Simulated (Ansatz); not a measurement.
# (BP)2(GaN)1 [001] superlattice, started as zinc blende: from the cell to its phonons, part 2 of 2

Aim: the vibrations of (BP)2(GaN)1 [001] superlattice, started as zinc blende, their spectra, and whether the structure is stable.

Ansatz 0.2.0; DFT LDA, scalar-relativistic, plane waves, PAW.

So far. Step 4 (Relaxing to small forces for the phonons): The largest force component left is 0.22 meV/Å and the pressure is 0.000 GPa, within the tolerances set. The cell now holds 11.39 Å³/atom. The relaxed cell has a, b, c = 3.102, 3.205, 13.749 Å (conventional setting).

The structure was built from a prototype and need not be the compound's stable phase.

**5. Zone-centre response**

The zone centre is the only wavevector solved here; it holds the modes that light can see, as far as symmetry allows. No field response is asked, since the mesh shows no gap.

input.yaml reads:

```yaml
crystal:
  lattice:
    - [2.2664111837, 2.2664111837, 0.0]
    - [-2.1931281158, 2.1931281158, 0.0]
    - [2.2297696498, 0.036641534, 6.8744289541]
  atoms:
    - { symbol: B, position: [0.0063612515, -0.0063612515, -0.0127225029] }
    - { symbol: B, position: [0.3426650794, 0.6573349206, 0.3146698413] }
    - { symbol: Ga, position: [0.6449598039, 0.3550401961, 0.7100803921] }
    - { symbol: "N", position: [0.0655034774, 0.4344965226, 0.8689930452] }
    - { symbol: P, position: [0.4257869267, 0.0742130733, 0.1484261467] }
    - { symbol: P, position: [0.7647234611, 0.7352765389, 0.4705530779] }
kpoints:
  mp_grid: { grid: [12, 12, 12] }
hamiltonian:
  xc: lda
scf:
  occupations: { method: methfessel_paxton, width: 0.2 }
output:
  eigenvalues: true
phonons:
  method: dfpt
```

On the command line:

```sh
$ ansatz run input.yaml --threads 8 --pin off --max-ram 14336MiB --backend cpu --events-out ev --progress --plain --runs-dir out
```

Numbers of over 12 decimals in the logs are rounded to 6 here.

The log of the run:

```text
Warning: crystal.symmetry: narrowed to the stabiliser of the run's FFT grids — unitary ops 4 → 1. A phonons.method: dfpt run fills in the rows of the dynamical matrix that it does not solve by its symmetry operations, which is exact only for operations that map its FFT grids onto themselves: filled in by any other, the frequencies could depend on the order in which like atoms are typed, or, by more than the grids' own error, on where the crystal sits among the grids' points. Excluded: 3 operations. The run can therefore solve more perturbations, solve them on more k-points, or both, and cost more. [rest of the remark cut]
[...]
Crystal: 6 atoms, lattice volume = 68.339 Å³
Basis set: ecut = 420 eV, 1331 PW (Γ), exchange–correlation on 48×48×100 points (8 copies of the dense FFT grid, shifted against one another)
Bands: 23, of which v1, the nominal top of the filled ones, is band 17 counted from 1 (16 counted from 0)
Symmetry: 4 space group operations
k-points: 868 of 1728 (irreducible under 1 space group operation, time reversal used)
[...]
SCF iter   1: F=—  HF=-5833.649959 eV  |F-HF|=—  |Δ(HF+E_count)|=         —  Δρ=9.25e-3  dr2=5.76e-2  ethr=1.77e-3  ⟨swp⟩=6.1  Hψ=104236  notcnv=0
[...]
SCF iter  12: F=-5833.635384 eV  HF=-5833.635384 eV  |F-HF|=4.55e-12  |Δ(HF+E_count)|=  4.55e-12  S|Δr|=    0.00e0  Δρ=7.43e-8  dr2=4.14e-12  ethr=1.00e-12  ⟨swp⟩=11.1  Hψ=115887  notcnv=0
SCF 1 converged in 12 iterations: F = -5833.635384 eV  dr2 = 4.14e-12
[...]
DFPT response loops at Γ: preconditioner auto → Kerker (q_TF=auto, 2.429 Å⁻¹) (partly filled bands, converged f_vac=0.000); β = 1.00, the filter's whole step (`scf.mixing.beta` (0.50) is not read by the response loops under this deck's `scf.mixing.preconditioner`; to damp them name `kerker` or `kerker_dos`, under which they read `scf.mixing.beta`, and type it under 1.00, their step now; both keys bind the ground state too); Broyden in place of MSR1
SCF converged after 12 iterations
[...]
Free energy (F): -5833.635384 eV
[...]
Internal energy: -5833.634382 eV  (E = F + TS)
E sigma→0 (E₀):  -5833.635134 eV
Entropy (-TS):   -0.001002 eV (-0.167 meV/atom)
Fermi energy:    11.220512 eV
[...]
--- Band table (eV; the first three rows and the last of 868) ---
  k-point 0: bands = [... 13 lower, 7.3200, 9.1074, 9.6866, 10.5437, 11.4462, 12.0601, 12.7135, 13.9804, ... 2 higher]
  k-point 1: bands = [... 13 lower, 7.3316, 9.0243, 9.6453, 10.5624, 11.4078, 12.0625, 12.7007, 14.0039, ... 2 higher]
  k-point 2: bands = [... 13 lower, 7.3637, 8.7989, 9.5323, 10.6030, 11.3069, 12.0737, 12.6629, 14.0409, ... 2 higher]
  k-point 867: bands = [... 13 lower, 4.7035, 4.8609, 5.8371, 5.9516, 11.3564, 11.7355, 13.4446, 13.6232, ... 2 higher]
--- Phonons (Γ-DFPT): 18 representative perturbations + reference, on 868 of 1728 k-points (Σ response iterations 59) ---
  ASR residual: 1.051e-4 → 0.000e0 eV/Å²; symmetrization residual: 1.881e-6 eV/Å²
  The last average, over the group as it would stand without the narrowing to the FFT grids, took up to 6.464e-6 eV/Å² of the zone centre's force constants
  ASR residual per site (eV/Å²): 8.59e-6 1.46e-5 2.84e-5 1.05e-4 1.28e-5 1.94e-5
  Γ frequencies (cm⁻¹): -117.78 0.00 0.00 0.00 159.28 181.50 273.11 314.58 332.33 372.35 442.43 583.78 597.77 760.05 767.45 795.38 807.67 823.41
  non-analytic LO–TO correction: not included (Born effective charges unavailable; polar crystals: no LO–TO splitting at Γ)
```

Run time: 4.4 min. Hardware: 8 threads of Arm Neoverse V2, shared host; peak memory 5 GiB; 31 min of CPU time.

In the SCF lines HF is the Harris–Foulkes energy and dr2 the Hartree energy of the density residual, in eV; the loop may stop once dr2 is under the threshold and the program's other checks hold. Hψ counts applications of the Hamiltonian.

This step gave:

```yaml
sum_rule_residual_before_enforcement: 1.05e-4 eV/Å²
point_group: mm2
highest_optical_mode_at_the_zone_centre_no_lo_to_term: 823.4 cm⁻¹
lowest_optical_zone_centre_mode: -117.8 cm⁻¹
```

Patterns of degenerate modes are one choice out of their space. Modes at Γ, with each element's share of the kinetic energy (negative means imaginary):

```
mode  frequency (cm⁻¹)  symmetry  B %  Ga %  N %  P %
   1            -117.8        B1   63     1   35    1
   2               0.0  acoustic   13    42    8   37
   3               0.0  acoustic   13    42    8   37
   4               0.0  acoustic   13    42    8   37
   5             159.3        B1   11    32   18   39
   6             181.5        B2   12    44    2   41
   7             273.1        B2   20     5    0   75
   8             314.6        A1    9    53    0   38
   9             332.3        B1   24    10   20   45
  10             372.4        B1   15    15   18   52
  11             442.4        A1   12     0   11   76
  12             583.8        A1   10     5   58   27
  13             597.8        B2    6     9   78    7
  14             760.0        B1   73     0    0   27
  15             767.5        B2   75     0    4   20
  16             795.4        A1   82     0    0   18
  17             807.7        A1   73     0   23    4
  18             823.4        B2   74     0    7   19
```

Displacements in mode 1 (-117.8 cm⁻¹), the largest set to 1:
```
B1   1.00 -1.00  0.00
B2   0.07 -0.07  0.00
Ga3 -0.06  0.06  0.00
N4  -0.66  0.66  0.00
P5   0.07 -0.07  0.00
P6  -0.01  0.01  0.00
```

Displacements in mode 13 (597.8 cm⁻¹), the largest set to 1:
```
B1   0.30  0.30  0.00
B2  -0.05 -0.05  0.00
Ga3 -0.15 -0.15  0.00
N4   1.00  1.00  0.00
P5  -0.21 -0.21  0.00
P6   0.01  0.01  0.00
```

Before it was imposed, the acoustic sum rule was missed by 1.1e-4 eV/Å². Small misses are needed for a sound result but don't prove that mesh and cutoff are converged. The lowest optical mode is imaginary, 117.8i cm⁻¹, so the energy falls along it.

**6. Isotope substitution, element B, natural mass 10.81 amu**

An isotope changes the mass and not the force constants, so no new electronic calculation is needed; the shifts show which modes move this element.

The same force constants with the mass of B changed from 10.810 to 10.013 u (phonopy, no LO-TO term). Both lists are sorted by frequency; levels can cross, so a row need not hold one and the same mode. Modes under 3 cm⁻¹ are left out. Isotope shifts, by row:

```
    q  rank  natural mass (cm⁻¹)  changed mass (cm⁻¹)
0 0 0     1               -117.8               -120.6
0 0 0     5                159.3                  160
0 0 0     6                181.5                182.3
0 0 0     7                273.1                275.1
0 0 0     8                314.6                315.7
0 0 0     9                332.3                335.3
0 0 0    10                372.4                374.7
0 0 0    11                442.4                444.4
0 0 0    12                583.8                585.9
0 0 0    13                597.8                598.9
0 0 0    14                  760                  782
0 0 0    15                767.5                790.3
0 0 0    16                795.4                820.9
0 0 0    17                807.7                831.1
0 0 0    18                823.4                847.4
```

A mode of this element alone would shift by +3.90 %. The highest zone-centre frequency without the field goes from 823.4 to 847.4 cm⁻¹ (+2.9 %).

**7. Isotope substitution, element Ga, natural mass 69.723 amu**

The same for Ga, from 69.72 to 70.92 u.

A mode of this element alone would shift by -0.85 %. The highest zone-centre frequency without the field goes from 823.4 to 823.4 cm⁻¹ (-0.0 %).

**8. Isotope substitution, element N, natural mass 14.007 amu**

The same for N, from 14.01 to 15.00 u.

The same force constants with the mass of N changed from 14.007 to 15.000 u (phonopy, no LO-TO term). Both lists are sorted by frequency; levels can cross, so a row need not hold one and the same mode. Modes under 3 cm⁻¹ are left out. Isotope shifts, by row:

| q | rank | natural mass (cm⁻¹) | changed mass (cm⁻¹) |
| --- | --- | --- | --- |
| 0 0 0 | 1 | -117.8 | -116.4 |
| 0 0 0 | 5 | 159.3 | 158.3 |
| 0 0 0 | 6 | 181.5 | 181.3 |
| 0 0 0 | 7 | 273.1 | 273.1 |
| 0 0 0 | 8 | 314.6 | 314.6 |
| 0 0 0 | 9 | 332.3 | 329.9 |
| 0 0 0 | 10 | 372.4 | 370.2 |
| 0 0 0 | 11 | 442.4 | 440.6 |
| 0 0 0 | 12 | 583.8 | 572.3 |
| 0 0 0 | 13 | 597.8 | 581.9 |
| 0 0 0 | 14 | 760 | 760 |
| 0 0 0 | 15 | 767.5 | 766.4 |
| 0 0 0 | 16 | 795.4 | 795.4 |
| 0 0 0 | 17 | 807.7 | 801.8 |
| 0 0 0 | 18 | 823.4 | 821.7 |

A mode of this element alone would shift by -3.37 %. The highest zone-centre frequency without the field goes from 823.4 to 821.7 cm⁻¹ (-0.2 %).

**9. Outcome**

```
space group after relaxation (within 0.01 Å)            : Imm2
volume per atom                                         : 11.4 Å³
electronic character                                    : no gap on this mesh
highest optical mode at the zone centre (no LO-TO term) : 823 cm⁻¹
lowest optical zone-centre mode                         : -118 cm⁻¹
imaginary modes at Γ (the only wavevector solved)       : yes
```

A zone-centre mode is imaginary (117.8i cm⁻¹), so this structure is not a minimum of the energy. The optical modes at Γ span -118 to 823 cm⁻¹ (negative means imaginary). No dispersion was computed. The highest mode in this list at Γ, 823.4 cm⁻¹, is mostly motion of B (74 % of the kinetic energy). With no gap, or one that is small against the smearing, the frequencies hang on the k mesh and the smearing, most of all near Kohn anomalies. The starting cell was built on a prototype and not taken from a measurement, so the phase need not exist. These are harmonic frequencies at zero temperature: anharmonic shifts, linewidths and thermal expansion are left out.

[Logs are printed without paths, hosts, clocks, repeated set-up lines and the standing remarks that a program may print on its own settings, such as how far it seeks lower states.]

[Hosts, paths, dates, database ids (printed as entryN), source tags and the programs' standing remarks are cut or masked in the printed files.]
